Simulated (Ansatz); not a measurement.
## How Ta(100) screens a field

Where does the screening charge of Ta(100) sit?

Program: Ansatz 0.2.0. Level of theory: plane-wave DFT, PBE, Ansatz PAW. Results are calculated unless marked as measured.

Report form: the programs' logs are mostly left out.

### Step 1. Starting point

The cell holds 9 atoms: 9 Ta. Cell: a = 3.310 Å, b = 3.310 Å, c = 31.240 Å, α = 90.0°, β = 90.0°, γ = 90.0°. Vacuum lies along c.

### Step 2. Atoms held, field 0

A sawtooth potential applies the field, turning back in the middle of the vacuum. With the dipole correction the typed value is the field outside the slab. The induced dipole is small, so the SCF threshold is tight.

input.yaml

```yaml
crystal:
  lattice:
    - [3.31, 0.0, 0.0]
    - [0.0, 3.31, 0.0]
    - [0.0, 0.0, 31.24]
  atoms:
    - { symbol: Ta, position: [0.0, 0.0, 0.2880921895] }
    - { symbol: Ta, position: [0.5, 0.5, 0.3410691421] }
    - { symbol: Ta, position: [0.0, 0.0, 0.3940460948] }
    - { symbol: Ta, position: [0.5, 0.5, 0.4470230474] }
    - { symbol: Ta, position: [0.0, 0.0, 0.5] }
    - { symbol: Ta, position: [0.5, 0.5, 0.5529769526] }
    - { symbol: Ta, position: [0.0, 0.0, 0.6059539052] }
    - { symbol: Ta, position: [0.5, 0.5, 0.6589308579] }
    - { symbol: Ta, position: [0.0, 0.0, 0.7119078105] }
kpoints:
  mp_grid: { grid: [16, 16, 1] }
hamiltonian:
  xc: pbe
scf:
  occupations: { method: fermi_dirac, width: 0.1 }
  convergence: { dr2_threshold: 1.0e-10 }
efield:
  axis: 3
  dipole_correction: true
  ramp_position: 0.97
  ramp_width: 0.06
  amplitude: 0
output:
  forces: true
  write_potential: true
  write_density: true
  volumetric_format: npy
```

Launch:

```console
$ ansatz run input.yaml --threads 4 --pin off --max-ram 6144MiB --backend cpu --events-out ev --progress --plain --runs-dir out
```

Elapsed: 27 s, on 4 threads of Intel Xeon Platinum 8488C (Sapphire Rapids), shared host; peak memory 1.3 GiB; 1.7 min of CPU time.

Numbers from this step:

- energy at zero smearing: -89386.5390 eV
- work function, upper face: 3.995 eV
- dipole along the normal: -1.04e-7 e·Å

Running mean over 1.655 Å of the planar mean; the ramp of the sawtooth is left out. Electron's electrostatic potential energy less the Fermi level against z:

| z (Å) | electron's electrostatic potential energy less the Fermi level (eV) |
| --- | --- |
| 4 | 3.99 |
| 5 | 3.98 |
| 6 | 3.87 |
| 7 | 3.01 |
| 8 | -2.58 |
| 9 | -9.77 |
| 10 | -10.2 |
| 11 | -10.1 |
| 12 | -10.0 |
| 13 | -10.0 |
| 14 | -9.96 |
| 15 | -9.94 |
| 16 | -9.93 |
| 17 | -9.95 |
| 18 | -9.99 |
| 19 | -10.0 |
| 20 | -10.1 |
| 21 | -10.1 |
| 22 | -10.2 |
| 23 | -4.93 |
| 24 | 2.39 |
| 25 | 3.79 |
| 26 | 3.97 |
| 27 | 3.99 |
| 28 | 3.99 |

Force by atom:

| atom | x (eV/Å) | y (eV/Å) | z (eV/Å) | size |
| --- | --- | --- | --- | --- |
| Ta1 | 0.00 | 0.00 | 1.26 | 1.26 |
| Ta2 | 0.00 | 0.00 | -1.18 | 1.18 |
| Ta3 | 0.00 | 0.00 | -0.41 | 0.41 |
| Ta4 | 0.00 | 0.00 | 0.29 | 0.29 |
| Ta5 | 0.00 | 0.00 | 0.00 | 0.00 |
| Ta6 | 0.00 | 0.00 | -0.29 | 0.29 |
| Ta7 | 0.00 | 0.00 | 0.41 | 0.41 |
| Ta8 | 0.00 | 0.00 | 1.18 | 1.18 |
| Ta9 | 0.00 | 0.00 | -1.26 | 1.26 |

The work function of the upper face is 4.00 eV.

### Step 3. Single point, field 0.05 V/Å

Changes to input.yaml since step 2:

```diff
@@ -27,3 +27,3 @@
   ramp_width: 0.06
-  amplitude: 0
+  amplitude: 0.05
 output:
```

Wall time 44 s (4 threads); peak memory 1.2 GiB.

The dipole is 0.0540 e·Å.

### Step 4. Atoms held, field -0.05 V/Å

Changes to input.yaml since step 3:

```diff
@@ -27,3 +27,3 @@
   ramp_width: 0.06
-  amplitude: 0.05
+  amplitude: -0.05
 output:
```

Run time: 44 s. Hardware: 4 threads; peak memory 1.2 GiB.

The dipole is -0.0540 e·Å.

### Step 5. Single point, field 0.1 V/Å

Changes to input.yaml since step 4:

```diff
@@ -27,3 +27,3 @@
   ramp_width: 0.06
-  amplitude: -0.05
+  amplitude: 0.1
 output:
```

The job ended after 43 s (4 threads; peak memory 1.2 GiB).

The dipole is 0.108 e·Å.

### Step 6. Single point, field -0.1 V/Å

Changes to input.yaml since step 5:

```diff
@@ -27,3 +27,3 @@
   ramp_width: 0.06
-  amplitude: 0.1
+  amplitude: -0.1
 output:
```

The job ended after 43 s (4 threads; peak memory 1.2 GiB; 2.8 min of CPU time).

The dipole is -0.108 e·Å.

### Step 7. Atoms held, field 0.2 V/Å

Changes to input.yaml since step 6:

```diff
@@ -27,3 +27,3 @@
   ramp_width: 0.06
-  amplitude: -0.1
+  amplitude: 0.2
 output:
```

The job ended after 43 s (4 threads; peak memory 1.2 GiB; 2.8 min of CPU time).

The dipole is 0.216 e·Å.

### Step 8. Single point, field -0.2 V/Å

Changes to input.yaml since step 7:

```diff
@@ -27,3 +27,3 @@
   ramp_width: 0.06
-  amplitude: 0.2
+  amplitude: -0.2
 output:
```

Run time: 44 s. Hardware: 4 threads; peak memory 1.3 GiB; 2.9 min of CPU time.

The dipole is -0.216 e·Å.

### Step 9. Atoms held, field 0.4 V/Å

Changes to input.yaml since step 8:

```diff
@@ -27,3 +27,3 @@
   ramp_width: 0.06
-  amplitude: -0.2
+  amplitude: 0.4
 output:
@@ -33 +33,2 @@
   volumetric_format: npy
+  elf: true
```

The job ended after 47 s (4 threads; peak memory 1.2 GiB).

Running mean over 1.655 Å of the planar mean, with the applied field; the ramp of the sawtooth is left out. The electron's electrostatic potential energy less the Fermi level by z:

z (Å), electron's electrostatic potential energy less the Fermi level (eV) and a bar from the least value:
```
        4        2.9 #########################
        5        3.3 ##########################
        6        3.6 ##########################
        7        3.0 #########################
        8       -2.6 ###############
        9       -9.8 #
       10      -10.2 
       11      -10.1 
       12      -10.0 
       13      -10.0 
       14      -10.0 
       15       -9.9 
       16       -9.9 
       17      -10.0 
       18      -10.0 
       19      -10.0 
       20      -10.1 
       21      -10.1 
       22      -10.2 
       23       -4.9 ##########
       24        2.4 ########################
       25        4.1 ###########################
       26        4.6 ############################
       27        5.0 #############################
       28        5.4 ##############################
```

The dipole is 0.433 e·Å.

### Step 10. The response

This step: plane-wave DFT, PBE, Ansatz PAW; screening of a field by a metal slab (Ansatz 0.2.0).

The dipoles give the slope, and the difference of two potentials shows where the field is screened.

Numbers from this step:

```yaml
equivalent_conductor_thickness_p_eps_0ae: 17.84 Å
distance_between_the_outer_atoms: 13.24 Å
inner_field_over_outer_field: -1.73e-5
image_plane_upper_face: 2.292 Å
induced_electrons_on_the_upper_face_over_eps_0e: -0.9997
image_plane_lower_face: 2.292 Å
induced_electrons_on_the_lower_face_over_eps_0e: 0.9998
```

Dipole of the cell against applied field:

| applied field (V/Å) | dipole of the cell (e·Å) |
| --- | --- |
| -0.200 | -0.216 |
| -0.100 | -0.108 |
| -0.050 | -0.0540 |
| 0.000 | 0 |
| 0.050 | 0.0540 |
| 0.100 | 0.108 |
| 0.200 | 0.216 |
| 0.400 | 0.433 |

Local field over the applied field, running mean. From the potentials at -0.05 and 0.05 V/Å; running mean over 1.655 Å. The local field over applied field by z:

z (Å), local field over applied field and a bar from the least value:
```
        5      0.961 #############################
        6      0.831 #########################
        7      0.448 ##############
        8      0.007 #
        9     -0.040 
       10     -0.006 #
       11      0.004 #
       12      0.005 #
       13      0.000 #
       14      0.000 #
       15      0.000 #
       16      0.000 #
       17      0.000 #
       18      0.000 #
       19      0.003 #
       20      0.007 #
       21     -0.005 #
       22     -0.022 #
       23     -0.039 
       24      0.321 ###########
       25      0.767 ########################
       26      0.944 #############################
       27      0.989 ##############################
```

The induced electron density oscillates, so the rows of the table below give means over windows of 1 Å about each position, cut where the curve ends. Its maxima inside the range that stand out by 2 % of the span (Å: e/Å³ per V/Å): 7.4: 0.00371, 9.7: 3.6e-4, 12.3: 8.4e-5, 20.5: 3.0e-4, 22.7: 0.00173. Its minima: 8.5: -0.00173, 10.6: -3.0e-4, 18.9: -8.4e-5, 21.5: -3.6e-4, 23.9: -0.00371.

Electrons, planar mean, per unit field. Induced electron density against z; means over each step:

z (Å), induced electron density (e/Å³ per V/Å) and a bar from the least value:
```
        5    0.00029 #################
        6    0.00117 #####################
        7    0.00311 ##############################
        8    0.00145 ######################
        9   -0.00058 #############
       10    0.00006 ################
       11   -0.00010 ###############
       12    0.00007 ################
       13   -0.00001 ################
       14    0.00000 ################
       15    0.00000 ################
       16    0.00000 ################
       17    0.00000 ################
       18    0.00001 ################
       19   -0.00006 ###############
       20    0.00002 ################
       21    0.00007 ################
       22    0.00017 ################
       23   -0.00029 ##############
       24   -0.00336 
       25   -0.00158 ########
       26   -0.00041 ##############
       27   -0.00012 ###############
```

By hand: between -0.05 and 0.05 V/Å the dipole changes by 0.1080 e·Å, a slope of 1.080 e·Å²/V. A perfect conductor of thickness t has p = ε₀AEt, so t = 180.95 × 1.080 / 10.956 = 17.84 Å (e/ε₀ = 180.95 V·Å, A in Å²). Less the 13.24 Å between the outer atoms, and halved, that puts each image plane 2.30 Å out.

The induced dipole is that of a conductor 17.84 Å thick.

### Step 11. The same run with other settings

This step: plane-wave DFT, PBE, Ansatz PAW (Ansatz 0.2.0).

An input spoilt on purpose, to show how the run answers: it repeats the earlier run at 0.05 V/Å with efield.ramp_width from 0.06 to 0.9, and scf.max_iter set to 100.

Changes to input.yaml since step 9:

```diff
@@ -22,2 +22,3 @@
   convergence: { dr2_threshold: 1.0e-10 }
+  max_iter: 100
 efield:
@@ -26,4 +27,4 @@
   ramp_position: 0.97
-  ramp_width: 0.06
-  amplitude: 0.4
+  ramp_width: 0.9
+  amplitude: 0.05
 output:
@@ -33,2 +34 @@
   volumetric_format: npy
-  elf: true
```

The job ended after 0.26 s (4 threads; peak memory 0.63 GiB; 0.63 s of CPU time).

The program refused the input before any cycle.

The program's message: “Error: efield: ion 0 (Ta) at fractional coordinate 0.2881 along the field axis lies inside the sawtooth ramp with 2 of the planes that the density is read on at each end, [0.9607, 0.8793] — the ramp m …”

The fault put into the input: a ramp so wide that it reaches the atoms.

### Step 12. Varying the input

An input spoilt on purpose, to show how the run answers: it repeats the earlier run at 0.05 V/Å with scf.occupations from method: fermi_dirac, width: 0.1 to method: methfessel_paxton, width: 5.0, and scf.max_iter set to 100.

Changes to input.yaml since step 11:

```diff
@@ -20,3 +20,3 @@
 scf:
-  occupations: { method: fermi_dirac, width: 0.1 }
+  occupations: { method: methfessel_paxton, width: 5.0 }
   convergence: { dr2_threshold: 1.0e-10 }
@@ -27,3 +27,3 @@
   ramp_position: 0.97
-  ramp_width: 0.9
+  ramp_width: 0.06
   amplitude: 0.05
```

It took 8.9 min on 4 threads; peak memory 3.1 GiB.

| quantity | this run | earlier run | difference |
| --- | --- | --- | --- |
| dipole along the normal (e·Å) | 0.07730 | 0.05401 | 0.023 |

It moves by +0.0233 e·Å.

With this change the program also warns of density in the ramp of the sawtooth; these numbers are not the system's.

### Step 13. What came out

```
work function                                : 4.00 eV
image plane, upper face                      : 2.29 Å
induced electrons on the upper face over ε₀E : -1.000
equivalent conductor thickness p/(ε₀AE)      : 17.8 Å
inner field over outer field                 : -1.7e-5
```

In words: The induced charge has its centre 2.29 Å outside the outermost atoms; this is the plane from which a capacitor's gap or an image potential counts. The equivalent conductor thickness exceeds the distance between the outer atoms by 4.60 Å, about the sum of the two image-plane distances. In the middle of the slab the field is screened to under 0.5 % of its outer value. The atoms are held at bulk positions with the tabulated experimental lattice constant.

[Logs are printed without paths, hosts, clocks, repeated set-up lines and the standing remarks that a program may print on its own settings, such as how far it seeks lower states.]

[Hosts, paths, dates, database ids (printed as entryN), source tags and the programs' standing remarks are cut or masked in the printed files.]

[Maps of the electrostatic potential energy from Ansatz leave out the sawtooth potential of an applied field or a dipole correction, so their vacuum need not be flat; planar profiles and work functions include it.]
